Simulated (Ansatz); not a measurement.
**Quasi-harmonic thermodynamics of GaP (F-43m)**

Aim: the lattice, expansion, heat capacity and bulk modulus of GaP as it warms.

Measurements to reproduce:
- volume expansion coefficient 15.9 1e-6/K, heat capacity C_P per formula unit 44.2 J/mol/K and bulk modulus 88.7 GPa near room temperature (given in “High-Throughput Prediction of Finite-Temperature Properties using the Quasi-Harmonic Approximation”, 2016, arXiv:1603.06924)

Calculated with Ansatz 0.2.0; DFT r2SCAN, scalar-relativistic, plane waves, PAW.

**1. Starting point**

The structure is cubic, space group F-43m (No. 216). The conventional cell has a = 5.451 Å, b = 5.451 Å, c = 5.451 Å, α = 90.00°, β = 90.00°, γ = 90.00°. Nearest to Ga lie 4 P at 2.36 Å. P has 4 Ga at 2.36 Å nearest. Farther neighbours are not listed.

**2. Probe on a coarse mesh**

A cheap single point shows whether the cell is a metal or an insulator and how far it is from rest; that sets the k-mesh and the occupations of what follows.

File input.yaml:

```yaml
crystal:
  lattice:
    - [0.0, 2.72525, 2.72525]
    - [2.72525, 0.0, 2.72525]
    - [2.72525, 2.72525, 0.0]
  atoms:
    - { symbol: Ga, position: [0.0, 0.0, 0.0] }
    - { symbol: P, position: [0.25, 0.25, 0.25] }
kpoints:
  mp_grid: { grid: [6, 6, 6] }
hamiltonian:
  xc: r2scan
scf:
  occupations: { method: gaussian, width: 0.1 }
output:
  forces: true
  stress: true
  eigenvalues: true
```

Launch:

```sh
> ansatz run input.yaml --threads 4 --pin off --max-ram 16384MiB --backend cpu --events-out ev --progress --plain --runs-dir out
```

Numbers of over 12 decimals in the logs are rounded to 6 here.

What it wrote:

```text
Engine: ansatz 0.2.0, aarch64-unknown-linux-gnu
Pseudopotentials: kind: paw
Pseudopotential: Ga, paw, valence charge 13, recommended cutoff 500 eV (meta_gga), Ga.paw.azcp
Pseudopotential: P, paw, valence charge 5, recommended cutoff 500 eV (meta_gga), P.paw.azcp
Functional definition: r2SCAN
  parameter k0 = 0.174
  parameter k1 = 0.065
  parameter a1 = 4.9479
  exchange = r2scan_x(k0 = k0, k1 = k1, a1 = a1)
  correlation = r2scan_c
Crystal: 2 atoms, lattice volume = 40.481 Å³
Basis set: ecut = 500 eV, 965 PW (Γ), exchange–correlation on 120×120×120 points (64 copies of the dense FFT grid, shifted against one another)
Bands: 13, of which v1, the nominal top of the filled ones, is band 9 counted from 1 (8 counted from 0)
Symmetry: 24 space group operations
Space group: F-43m (ITA 216), of the structure as read, at distance tolerance 3.4e-5 Å
k-points: 16 of 216 (time reversal used)
Non-local potential: Ga, projectors of the file, l = 0: 2, l = 1: 2, l = 2: 3, l = 3: 1
Non-local potential: P, projectors of the file, l = 0: 2, l = 1: 2, l = 2: 2
PAW form: soft (Blöchl's): semilocal exchange-correlation on the pseudo side does not see the compensation charge
PAW frozen core: Ga, regenerated for the run's functional (the file was generated under x = pbe(κ = 0.804, μ = 0.219515), c = pbe(β = 0.066725))
PAW frozen core: P, regenerated for the run's functional (the file was generated under x = pbe(κ = 0.804, μ = 0.219515), c = pbe(β = 0.066725))
PAW one-centre angular grid: Ga, 590 points (default); XC on 160 Gauss nodes
PAW one-centre angular grid: P, 302 points (default); XC on 160 Gauss nodes
Initial density: superposition of atomic densities (neutral atoms: chi_scale 0, normalization atom), corrected by the library's trained network
Initial wavefunctions: pseudopotential atomic-orbital guess
Functional: x = r2scan, c = r2scan; τ floored in thin density (d = 2e-4 eV/Å³)
SCF iter   1: F=—  HF=-4550.460839 eV  |F-HF|=—  |Δ(HF+E_count)|=         —  Δρ=8.86e-3  dr2=1.78e-2  dr2_τ=7.49e-3  ethr=1.77e-3  ⟨swp⟩=5.4  Hψ=1297  notcnv=0
preconditioner: auto → none  [insulator: Δε(μ)=1.845 eV  Ē_g=16.400 eV  σ=0.100 eV  W_gap=1.00  n_scr=14 (ndim 8)  ℏωp=24.8 eV  f_vac=0.013  D(μ)=0.00/eV (n_scr^D=0)  ε∞_Penn≈3.3]
SCF iter   2: F=—  HF=-4550.472081 eV  |F-HF|=—  |Δ(HF+E_count)|=   1.12e-2  Δρ=2.35e-3  dr2=3.09e-3  dr2_τ=9.30e-5  ethr=9.86e-5  ⟨swp⟩=2.0  Hψ=544  notcnv=0
SCF iter   3: F=—  HF=-4550.470575 eV  |F-HF|=—  |Δ(HF+E_count)|=   1.51e-3  Δρ=1.76e-3  dr2=5.35e-4  dr2_τ=7.54e-6  ethr=1.72e-5  ⟨swp⟩=2.0  Hψ=359  notcnv=0
SCF iter   4: F=—  HF=-4550.470818 eV  |F-HF|=—  |Δ(HF+E_count)|=   2.43e-4  Δρ=2.60e-4  dr2=4.55e-5  dr2_τ=4.65e-7  ethr=2.97e-6  ⟨swp⟩=2.8  Hψ=349  notcnv=0
SCF iter   5: F=—  HF=-4550.470804 eV  |F-HF|=—  |Δ(HF+E_count)|=   1.41e-5  Δρ=9.08e-5  dr2=3.05e-6  dr2_τ=2.94e-8  ethr=2.53e-7  ⟨swp⟩=2.2  Hψ=273  notcnv=0
SCF iter   6: F=-4550.470803 eV  HF=-4550.470803 eV  |F-HF|=6.07e-8  |Δ(HF+E_count)|=   8.77e-7  Δρ=1.02e-5  dr2=4.50e-8  dr2_τ=3.51e-9  ethr=5.56e-10  ⟨swp⟩=5.4  Hψ=1266  notcnv=0
SCF 1 converged in 6 iterations: F = -4550.470803 eV  dr2 = 4.50e-8
  greatest PAW one-centre occupation: 0.993 electrons in one spin orbital (limit 2), on the Ga atom at site 0 (counted from 0), in its partial waves of l = 2
SCF converged after 6 iterations
Free energy (F): -4550.470803 eV
Harris-Foulkes:  -4550.470803 eV  (|F-HF|=6.07e-8)
Internal energy: -4550.470803 eV  (E = F + TS)
E sigma→0 (E₀):  -4550.470803 eV
Fermi energy:    7.857259 eV
--- Per-component energies (eV) ---
  E_band       = -67.585674
  E_kinetic    = 185.532464
  E_local      = -2202.774548  (includes V_loc(G=0)·N_el)
  E_nonlocal   = 460.486458
  E_hartree    = 1020.545757
  E_xc         = -120.993711
  E_vxc        = -124.835020  (∫ρ·V_xc dr)
  E_paw        = -2579.878326  (= ΣΔE_a)
  E_vpaw       = -433.102991  (= ΣTr[D̂ρ^β])
  E_aug_tail   = -0.000042  (compensation charges beyond the density's cutoff)
  E_vtau       = 6.011781  (kinetic-family band-sum trace: ∫τ·v_τ [+ j·A + Jᵃ·Aᵃ] dr)
  E_ewald      = -1312.644944
  E_core_change = -0.743912  (= ΣΔE_core)
  E_smearing   = -0.000000  (= −TS)
  E_closure    = 0.000000  (closes the sum)
  Σ components = -4550.470803   (vs F -4550.470803, Δ=0.00e0)
--- Forces (eV/Å), atoms counted from 1 ---
  atom   1  Ga     0.00000000    -0.00000000     0.00000000
  atom   2  P     -0.00000000    -0.00000000    -0.00000000
  max |Σ_I F_I| component: 4.16e-17 eV/Å
--- Stress (GPa, compression-positive) ---
        0.071334       0.000000      -0.000000
       -0.000000       0.071334       0.000000
       -0.000000       0.000000       0.071334
  P = ⅓ Tr σ = 0.0713 GPa (0.713 kbar)
--- Band table (eV; the first three rows and the last of 16) ---
  k-point 0: bands = [... 5 lower, -6.1212, 6.9050, 6.9050, 6.9050, 9.2696, 11.0751, 11.0751, 11.0751]
  k-point 1: bands = [... 5 lower, -5.7458, 4.4922, 6.5184, 6.5184, 9.7318, 11.6505, 11.6505, 12.3825]
  k-point 2: bands = [... 5 lower, -4.7534, 1.5432, 5.9561, 5.9561, 9.1795, 12.0417, 12.0417, 15.0867]
  k-point 15: bands = [... 5 lower, -2.9526, 0.1026, 3.3972, 3.5206, 10.6866, 10.8916, 14.9624, 15.0054]
```

Run time: 0.78 s. Hardware: 4 threads of Arm Neoverse V2, shared host; peak memory 0.41 GiB.

This step gave:

| Quantity | Value |
| --- | --- |
| pressure | 0.07133 GPa |
| gap on the k-mesh | 1.904 eV |
| volume per atom | 20.24 Å³ |

The start is under 0.071 GPa at this level and looks like an insulator or semiconductor on this mesh.

**3. Relaxation**

Phonons are second derivatives about a minimum, so cell and atoms are relaxed first, inside the symmetry of the start.

input.yaml, the sections that differ from step 2:

```yaml
kpoints:
  mp_grid: { grid: [8, 8, 8] }
scf:
  occupations: { method: gaussian, width: 0.02 }
relax:
  adjacent_minimum: "off"
  f_tol: 0.005
  max_steps: 80
  cell: { stress_tol: 0.05 }
# crystal, hamiltonian, output: as in step 2
```

What it wrote:

```text
[...]
Crystal: 2 atoms, lattice volume = 40.481 Å³
Basis set: ecut = 500 eV, 965 PW (Γ), exchange–correlation on 120×120×120 points (64 copies of the dense FFT grid, shifted against one another)
Bands: 13, of which v1, the nominal top of the filled ones, is band 9 counted from 1 (8 counted from 0)
Symmetry: 24 space group operations
[...]
k-points: 29 of 512 (time reversal used)
[...]
SCF iter   1: F=—  HF=-4550.473694 eV  |F-HF|=—  |Δ(HF+E_count)|=         —  Δρ=8.76e-3  dr2=1.84e-2  dr2_τ=7.36e-3  ethr=1.77e-3  ⟨swp⟩=6.2  Hψ=2550  notcnv=0
[...]
SCF iter   6: F=-4550.482855 eV  HF=-4550.482855 eV  |F-HF|=6.00e-8  |Δ(HF+E_count)|=   6.33e-7  Δρ=9.59e-6  dr2=3.71e-8  dr2_τ=3.43e-9  ethr=5.56e-10  ⟨swp⟩=5.0  Hψ=2258  notcnv=0
SCF 1 converged in 6 iterations: F = -4550.482855 eV  dr2 = 3.71e-8
[...]
relax step   1: F+E_penalty+E_count = -4550.48285462 eV  Δ(F+E_penalty+E_count) = +0.000e0 eV  max|allowed force component| = 2.313e-16 eV/Å  Δτ_max = 0.0000 Å  P = +0.043 GPa  Ω = 40.481 Å³  (6 SCF iters, dr2 threshold 1.00e-7 eV, accepted)
[...]
iter 1 solved again at ethr=1.07e-6 eV; its pass at ethr=3.10e-3 eV (dr2=1.93e-4 eV) is discarded
SCF iter   1: F=—  HF=-4550.482854 eV  |F-HF|=—  |Δ(HF+E_count)|=         —  Δρ=1.01e-5  dr2=3.91e-8  dr2_τ=3.29e-9  ethr=1.07e-6  ⟨swp⟩=3.0  Hψ=3487  notcnv=0
eigensolver tolerance schedule: the retry pair's looser diagonalisation over-reported the residual by 4918.85 of it (diagonalisation noise at an unbounded share of the residual, at the tolerance the schedule requests for it); recorded, not acted on — ethr = c·dr2/N_el stays at c = 1.0e-1
[...]
SCF iter   2: F=—  HF=-4550.482855 eV  |F-HF|=—  |Δ(HF+E_count)|=   6.63e-7  Δρ=6.69e-6  dr2=8.80e-9  dr2_τ=2.16e-10  ethr=2.17e-10  ⟨swp⟩=3.2  Hψ=859  notcnv=0
[...]
SCF iter   5: F=-4550.482855 eV  HF=-4550.482855 eV  |F-HF|=2.73e-12  |Δ(HF+E_count)|=  8.73e-11  Δρ=1.15e-7  dr2=3.10e-12  dr2_τ=1.53e-13  ethr=1.00e-12  ⟨swp⟩=5.9  Hψ=2206  notcnv=0
SCF 2 converged in 5 iterations: F = -4550.482855 eV  dr2 = 3.10e-12
relax step   2: F+E_penalty+E_count = -4550.48285466 eV  Δ(F+E_penalty+E_count) = -3.885e-8 eV  max|allowed force component| = 2.683e-16 eV/Å  Δτ_max = 0.0000 Å  P = +0.043 GPa  Ω = 40.481 Å³  stress off target by 4.30e-2 GPa  SCF on the basis re-selected at this cell (its energy is not comparable with the rows above)  (5 SCF iters)
basis re-selected at this cell: Δ(F+E_penalty+E_count) = -3.885e-8 eV, ΔP = -0.000 GPa vs the last step (what re-selecting the basis moved, of the pressure what is left beyond the Pulay correction that the steps carried, after the strain that the cell walked since its last selection, with what the two solves' SCF thresholds leave and, on support functions, any second-order correction that the steps lacked; it is no m [...]
SCF converged after 5 iterations
Free energy (F): -4550.482855 eV
[...]
Internal energy: -4550.482855 eV  (E = F + TS)
E sigma→0 (E₀):  -4550.482855 eV
Fermi energy:    7.846858 eV
[...]
--- Stress (GPa, compression-positive) ---
        0.043013       0.000000       0.000000
        0.000000       0.043013       0.000000
       -0.000000       0.000000       0.043013
  P = ⅓ Tr σ = 0.0430 GPa (0.430 kbar)
--- Band table (eV; the first three rows and the last of 29) ---
  k-point 0: bands = [... 5 lower, -6.1261, 6.8997, 6.8997, 6.8997, 9.2650, 11.0727, 11.0727, 11.0727]
  k-point 1: bands = [... 5 lower, -5.9125, 5.2755, 6.6607, 6.6607, 9.7931, 11.4390, 11.4390, 11.7587]
  k-point 2: bands = [... 5 lower, -5.3100, 2.9326, 6.2077, 6.2077, 9.4448, 11.9688, 11.9688, 13.7894]
  k-point 28: bands = [... 5 lower, -2.9345, 0.1608, 3.1872, 3.3570, 11.9327, 12.1949, 13.4411, 13.4836]
--- Relaxed structure (1 steps of the walk, 1 accepted, 1 SCFs on fresh bases) ---
  F+E_penalty+E_count = -4550.48285466 eV   max|allowed force component| = 2.683e-16 eV/Å   (the final SCF, on the basis selected at the relaxed cell)
  cell:  # Å, volume = 40.4808 Å³
    - [0.0, 2.72525, 2.72525]
    - [2.72525, 0.0, 2.72525]
    - [2.72525, 2.72525, 0.0]
  atoms:
    - { symbol: Ga, position: [0.0, 0.0, 0.0] }
    - { symbol: P, position: [0.250000, 0.250000, 0.250000] }
```

Elapsed: 2.3 s, on 4 threads; peak memory 0.44 GiB; 8 s of CPU time.

Little changed from the start: no atom moved by 0.005 Å and no cell edge by 0.1 %.

This step gave:

```
pressure          : 0.04301 GPa
gap on the k-mesh : 1.894 eV
```

**4. Tight relaxation**

The relaxation is repeated with tighter thresholds on force and stress, since phonons are sensitive to what is left; a change of mesh or smearing in the input moves the cell too.

input.yaml, the sections that differ from step 3:

```yaml
scf:
  occupations: { method: fixed }
relax:
  adjacent_minimum: "off"
  f_tol: 0.001
  max_steps: 60
  cell: { stress_tol: 0.01 }
# crystal, kpoints, hamiltonian, output: as in step 3
```

What it wrote:

```text
[...]
Crystal: 2 atoms, lattice volume = 40.481 Å³
Basis set: ecut = 500 eV, 965 PW (Γ), exchange–correlation on 120×120×120 points (64 copies of the dense FFT grid, shifted against one another)
Bands: 13, of which v1, the nominal top of the filled ones, is band 9 counted from 1 (8 counted from 0)
Symmetry: 24 space group operations
[...]
k-point 28: bands = [... 5 lower, -2.9394, 0.1568, 3.1834, 3.3532, 11.9263, 12.1865, 13.4350, 13.4759]
--- Relaxed structure (3 steps of the walk, 3 accepted, 1 SCFs on fresh bases) ---
[...]
cell:  # Å, volume = 40.5005 Å³
    - [0, 2.725693, 2.725693]
    - [2.725693, 0, 2.725693]
    - [2.725693, 2.725693, 0]
  atoms:
    - { symbol: Ga, position: [0, 0, 0] }
    - { symbol: P, position: [0.25, 0.25, 0.25] }
[key lines of the parts left out:]
SCF converged after 4 iterations
Free energy (F): -4550.482852 eV
Fermi energy:    6.893529 eV
P = ⅓ Tr σ = 0.0001 GPa (0.001 kbar)
```

Wall time 3.7 s (4 threads); peak memory 0.45 GiB; 13 s of CPU time.

Little changed from the start: no atom moved by 0.005 Å and no cell edge by 0.1 %.

Numbers from this step:

```yaml
pressure: 1.03e-4 GPa
gap_on_the_k_mesh: 1.895 eV
volume_per_atom: 20.25 Å³
```

The residual pressure is 1.0e-4 GPa, small enough for phonons.

[end of part 1 of 2]

[Logs are printed without paths, hosts, clocks, repeated set-up lines and the standing remarks that a program may print on its own settings, such as how far it seeks lower states.]

[Hosts, paths, dates, database ids (printed as entryN), source tags and the programs' standing remarks are cut or masked in the printed files.]

[A step with changed settings may run another functional than the one named; its input shows which.]
